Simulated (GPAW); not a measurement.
# Near-edge structure at the O K edge of HfO2 (Fm-3m), part 4 of 4

How does the O K edge of HfO2 (Fm-3m) move when the bonds are compressed or stretched?

GPAW 26.7.0; X-ray absorption from dipole matrix elements to empty bands, plane-wave PAW RPBE.

So far. Step 10 (Spectrum with FCH, O atom 2): Against the first run the r.m.s. difference is 12 %. The highest intensity below 16 eV goes from 3.6 eV (3.11) to 3.5 eV (3.09).

### 12. Spectrum with FCH, O atom 2

Shorter bonds are expected to push antibonding states and scattering resonances up, and longer ones down; the cell is scaled to test that.

Changed against the first core-hole run: volume scale from 1 to 1.06.

File xas.py:

```python
import numpy as np
from ase import Atoms
from ase.parallel import parprint, paropen
from gpaw import GPAW, PW, FermiDirac, Mixer, MixerDif, setup_paths
from gpaw.test import gen
setup_paths.insert(0, '.')
gen('O', name='fch1s', xcname='RPBE', corehole=(1, 0, 1), write_xml=True)
from gpaw.mpi import world
world.barrier()

atoms = Atoms('Hf6O12',
    cell=[[2.60765979, 5.21531959, -2.60765979],
     [5.21531959, -2.60765979, 2.60765979],
     [2.60765979, -5.21531959, -2.60765979]],
    scaled_positions=[[0, 0, 0],
     [0.5, 0, 0.5],
     [0, 0.33333333, 0.33333333],
     [0.5, 0.66666667, 0.16666667],
     [0.5, 0.33333333, 0.83333333],
     [0, 0.66666667, 0.66666667],
     [0.375, 0, 0.125],
     [0.875, 0, 0.625],
     [0.375, 0.33333333, 0.45833333],
     [0.875, 0.66666667, 0.29166667],
     [0.875, 0.33333333, 0.95833333],
     [0.375, 0.66666667, 0.79166667],
     [0.125, 0.33333333, 0.70833333],
     [0.625, 0.33333333, 0.20833333],
     [0.125, 0.66666667, 0.04166667],
     [0.625, 0, 0.875],
     [0.625, 0.66666667, 0.54166667],
     [0.125, 0, 0.375]],
    pbc=True)
atoms.calc = calc = GPAW(legacy_gpaw=True, mode=PW(500, force_complex_dtype=True), xc='RPBE', setups={6: 'fch1s'},
    kpts={'size': (3, 4, 4), 'gamma': True}, occupations=FermiDirac(0.02),
    charge=0, mixer=Mixer(0.1, 5, 50), maxiter=150,
    convergence={'density': 0.0001, 'eigenstates': 1e-6}, txt='scf.txt')
energy = atoms.get_potential_energy() + calc.get_reference_energy()
ef = calc.get_fermi_level()
out = dict(energy=energy, fermi=ef, forces=atoms.get_forces().tolist())
parprint(f'all-electron energy {energy:.4f} eV, Fermi level {ef:.4f} eV')
ev = np.array([[calc.get_eigenvalues(k, s) for k in range(len(calc.get_ibz_k_points()))] for s in range(calc.get_number_of_spins())])
out['homo'], out['lumo'], out['counts'] = ev[ev < ef].max(), ev[ev > ef].min(), sorted(set((ev < ef).sum((0, 2)).tolist()))
out['filled'] = (ev[:, 0] < ef).sum(1).tolist()

from ase.units import Ha
from gpaw.xas import dipole_matrix_elements
nb = int(calc.get_number_of_electrons() / 2) + 159
top, nb = nb, nb + 8 + nb // 12
nscf = calc.fixed_density(kpts={'size': (4, 5, 5), 'gamma': True}, nbands=nb,
    convergence={'bands': top, 'eigenstates': 5e-3}, maxiter=60, txt='nscf.txt')
cell = atoms.cell.array
ops = [cell.T @ U.T @ np.linalg.inv(cell.T) for U in nscf.wfs.kd.symmetry.op_scc]
filled = [72]  # bands filled in the ground state, by spin
E = np.arange(-6, 34, 0.1)
fwhm = np.interp(E, [4, 25], [0.9, 3.5])
Y, X, zero, highest = 0, 0, 1e9, 1e9
for spin in range(nscf.get_number_of_spins()):
    wfs = nscf.wfs
    mine = wfs.bd.get_slice()  # this rank's bands
    A = dipole_matrix_elements(wfs.setups[6])
    eps = np.zeros((wfs.kd.nibzkpts, nb))
    d = np.zeros((3, A.shape[1], wfs.kd.nibzkpts, nb), complex)
    for kpt in wfs.kpt_u:
        if kpt.s == spin and 6 in kpt.P_ani:
            eps[kpt.k, mine] = kpt.eps_n * Ha
            d[:, :, kpt.k, mine] = (kpt.weight * wfs.nspins / 2) ** 0.5 * np.inner(A, kpt.P_ani[6])
    world.sum(eps)
    world.sum(d)
    T = np.einsum('amkn,bmkn->abkn', d, d.conj()).real
    T = sum(np.einsum('ai,ijkn,bj->abkn', R, T, R) for R in ops) / len(ops)
    empty = np.ones_like(eps, bool) & (np.arange(nb) >= filled[spin])
    zero, highest = min(zero, eps[empty].min()), min(highest, eps[:, top - 1].min())
    lines = [(eps, T, empty)] if spin == 0 else lines + [(eps, T, empty)]
for eps, T, empty in lines:
    f = np.einsum('aakn->akn', T).reshape(3, -1)
    x = eps.ravel() - zero
    w = np.interp(x, E, fwhm) / 2.35482
    g = np.exp(-0.5 * ((E[:, None] - x) / w) ** 2) / (w * (2 * np.pi) ** 0.5)
    Y = Y + (f * empty.ravel()) @ g.T
    X = X + (f * ~empty.ravel()) @ g.T
out.update(E=E.round(2).tolist(), xas=Y.tolist(), xes=X.tolist(), zero=zero, valid=highest - zero, nk=len(eps), nb=nb)
for i in range(0, len(E), 10):
    parprint(f'{E[i]:7.2f}', *(f'{v:10.3e}' for v in Y[:, i]))
import json
with paropen('out.json', 'w') as f:
    json.dump(out, f)
```

Started as:

```bash
$ OMP_NUM_THREADS=1 mpirun -n 4 gpaw python xas.py
```

Numbers of over 12 decimals in the logs are rounded to 6 here.

Output:

```text
Input parameters:
  convergence: {density: 0.0001,
                eigenstates: 1e-06}
  kpts: {gamma: True,
         size: (3, 4, 4)}
  maxiter: 150
  mixer: {backend: pulay,
          beta: 0.1,
          method: separate,
          nmaxold: 5,
          weight: 50}
  mode: {ecut: 500.0,
         force_complex_dtype: True,
         name: pw}
  occupations: {fixmagmom: False,
                name: fermi-dirac,
[...]
*p    :    -0.060635
*d    :     0.000000
--------------------------------

Diagonalizing with gridspacing h=0.050

state   all-electron     PAW
-------------------------------
2s:      -1.612178    -1.613629
2p:      -1.060635    -1.066899
*d:                   -0.062946
*f:                   -0.013567
-------------------------------
all-electron energy -2483535.5300 eV, Fermi level 8.4436 eV
[...]
32.00  5.620e-05  5.590e-05  5.619e-05
  33.00  6.147e-05  6.127e-05  6.146e-05
[key lines of the parts left out:]
Converged after 18 iterations.
Dipole moment: (-0.144733, 0.125789, 0.144714) |e|*Ang
Free energy:   -181.505998
Fermi level: 8.44358
```

Run time: 6.1 min. Hardware: 4 MPI ranks of Intel Xeon Platinum 8375C at 2.90GHz (Ice Lake), shared host; peak memory 0.89 GiB; 24 min of CPU time.

| E (eV) | first run | this run |
| --- | --- | --- |
| -2.0 | 0.00 | 0.00 |
| -1.0 | 0.00 | 0.00 |
| 0.0 | 0.89 | 0.90 |
| 1.0 | 0.80 | 0.69 |
| 2.0 | 0.19 | 0.51 |
| 3.0 | 2.20 | 2.88 |
| 4.0 | 2.79 | 2.19 |
| 5.0 | 1.33 | 0.89 |
| 6.0 | 0.82 | 0.77 |
| 7.0 | 0.68 | 0.85 |
| 8.0 | 0.92 | 1.23 |
| 9.0 | 1.18 | 0.87 |
| 10.0 | 0.69 | 0.39 |
| 11.0 | 0.56 | 0.73 |
| 12.0 | 0.97 | 1.13 |
| 13.0 | 1.09 | 1.05 |
| 14.0 | 0.91 | 0.82 |
| 15.0 | 0.77 | 0.74 |
| 16.0 | 0.78 | 0.82 |
| 17.0 | 0.82 | 0.83 |
| 18.0 | 0.75 | 0.72 |
| 19.0 | 0.66 | 0.69 |
| 20.0 | 0.71 | 0.81 |
| 21.0 | 0.86 | 0.96 |
| 22.0 | 0.99 | 0.98 |
| 23.0 | 0.97 | 0.80 |
| 24.0 | 0.76 | 0.55 |
| 25.0 | 0.53 | 0.39 |
| 26.0 | 0.38 | 0.34 |
| 27.0 | 0.34 | 0.36 |
| 28.0 | 0.37 | 0.42 |
| 29.0 | 0.42 | 0.48 |
| 30.0 | 0.47 | 0.58 |
| 31.0 | 0.54 | 0.73 |
| 32.0 | 0.66 | 0.89 |

The scaled spectrum changes by 23 % r.m.s. A shift of -0.2 eV leaves 14 %. The highest intensity below 16 eV goes from 3.6 eV (3.11) to 3.3 eV (3.09).

The photon energy of the zero moves by -0.20 eV.

### 13. The volumes side by side

| volume | nearest distance (Å) | shift of the zero (eV) | maximum 1 (eV above own zero) | maximum 2 (eV above own zero) | maximum 3 (eV above own zero) | maximum 4 (eV above own zero) |
| --- | --- | --- | --- | --- | --- | --- |
| 0.94 | 2.170 | +0.19 | 0.5 | 4.0 | 9.6 | 13.3 |
| 0.97 | 2.192 | +0.09 | 0.5 | 3.8 | 9.2 | 13.0 |
| 1 | 2.215 | +0.00 | 0.5 | 3.6 | 8.8 | 12.8 |
| 1.03 | 2.237 | -0.10 | 0.4 | 3.5 | 8.5 | 12.5 |
| 1.06 | 2.258 | -0.20 | 0.4 | 3.3 | 8.1 | 12.3 |

The curves, each shifted by its zero's change so that they share one photon-energy axis, counted from the zero at V × 1:

| E (eV) | V × 0.94 | V × 0.97 | V × 1 | V × 1.03 | V × 1.06 |
| --- | --- | --- | --- | --- | --- |
| -2.0 | 0.00 | 0.00 | 0.00 | 0.00 | 0.00 |
| -1.0 | 0.00 | 0.00 | 0.00 | 0.01 | 0.02 |
| 0.0 | 0.46 | 0.66 | 0.89 | 1.12 | 1.31 |
| 1.0 | 1.30 | 1.04 | 0.80 | 0.59 | 0.42 |
| 2.0 | 0.15 | 0.13 | 0.19 | 0.43 | 0.91 |
| 3.0 | 0.73 | 1.45 | 2.20 | 2.78 | 3.07 |
| 4.0 | 3.01 | 3.09 | 2.79 | 2.31 | 1.85 |
| 5.0 | 2.10 | 1.70 | 1.33 | 1.01 | 0.80 |
| 6.0 | 1.15 | 0.94 | 0.82 | 0.77 | 0.77 |
| 7.0 | 0.76 | 0.68 | 0.68 | 0.75 | 0.92 |
| 8.0 | 0.56 | 0.69 | 0.92 | 1.15 | 1.24 |
| 9.0 | 0.90 | 1.14 | 1.18 | 1.01 | 0.73 |
| 10.0 | 1.15 | 0.96 | 0.69 | 0.47 | 0.40 |
| 11.0 | 0.76 | 0.58 | 0.56 | 0.67 | 0.84 |
| 12.0 | 0.73 | 0.83 | 0.97 | 1.09 | 1.15 |
| 13.0 | 1.01 | 1.08 | 1.09 | 1.06 | 1.00 |
| 14.0 | 1.02 | 0.97 | 0.91 | 0.85 | 0.79 |
| 15.0 | 0.85 | 0.81 | 0.77 | 0.75 | 0.75 |
| 16.0 | 0.77 | 0.77 | 0.78 | 0.81 | 0.83 |
| 17.0 | 0.79 | 0.81 | 0.82 | 0.82 | 0.81 |
| 18.0 | 0.78 | 0.77 | 0.75 | 0.72 | 0.70 |
| 19.0 | 0.69 | 0.67 | 0.66 | 0.67 | 0.70 |
| 20.0 | 0.63 | 0.66 | 0.71 | 0.77 | 0.84 |
| 21.0 | 0.70 | 0.78 | 0.86 | 0.93 | 0.98 |
| 22.0 | 0.86 | 0.94 | 0.99 | 1.00 | 0.96 |
| 23.0 | 1.00 | 1.01 | 0.97 | 0.87 | 0.75 |
| 24.0 | 0.98 | 0.89 | 0.76 | 0.63 | 0.51 |
| 25.0 | 0.80 | 0.66 | 0.53 | 0.43 | 0.37 |
| 26.0 | 0.57 | 0.46 | 0.38 | 0.34 | 0.34 |
| 27.0 | 0.41 | 0.36 | 0.34 | 0.35 | 0.37 |
| 28.0 | 0.35 | 0.35 | 0.37 | 0.40 | 0.43 |
| 29.0 | 0.36 | 0.39 | 0.42 | 0.46 | 0.50 |
| 30.0 | 0.41 | 0.44 | 0.47 | 0.52 | 0.60 |
| 31.0 | 0.45 | 0.48 | 0.54 | 0.63 | 0.77 |
| 32.0 | 0.49 | 0.55 | 0.66 | 0.80 | 0.92 |

### 14. Results

- absorber and edge: O K, atom 2 of the ground-state input (counted from 1)
- surroundings: 4 Hf at 2.21 Å (tetrahedral, site symmetry -43m)
- highest intensity below 16 eV: 3.6 eV above the zero, height 3.11
- photon energy of the zero, with the added terms: 531.8 eV (raw 540.7 eV; uncertain by a few eV)

In words: From V × 0.94 to V × 1.06 the nearest distance grows by 0.089 Å and the zero moves by -0.39 eV. Above their own zero, the maxima move from 0.5 to 0.4 eV, from 4.0 to 3.3 eV, from 9.6 to 8.1 eV and from 13.3 to 12.3 eV. The O K edge of atom 2, with 4 Hf at 2.21 Å (tetrahedral, site symmetry -43m), has its highest intensity of the first 16 eV at 3.6 eV above the zero, near 535 eV in photon energy (uncertain by a few eV), 3.1 times the mean level of the first 20 eV (Gaussian full width 0.9 eV up to 4 eV, rising linearly to 3.5 eV at 25 eV). The holes are only 6.3 Å apart, so the shape is probably not converged with cell size; no larger cell was run here. The mesh is coarse (0.27 Å⁻¹ between points), so small maxima may be mesh ripples. The structure is a published determination, not relaxed.

[Banner, clock and machine lines of the logs are left out without a mark of their own.]

[Logs are printed without paths, hosts, clocks, repeated set-up lines and the standing remarks that a program may print on its own settings, such as how far it seeks lower states.]

[Hosts, paths, dates, database ids (printed as entryN), source tags and the programs' standing remarks are cut or masked in the printed files.]

[Lists of maxima count a maximum above −3 eV only where it reaches 4 % of the highest in the window and stands out from its surroundings by 2 % of it (1.5 % where it reaches 55 %); shoulders and weaker maxima are passed over, and of the rest the first, up to two pre-edge ones and the few strongest are named.]
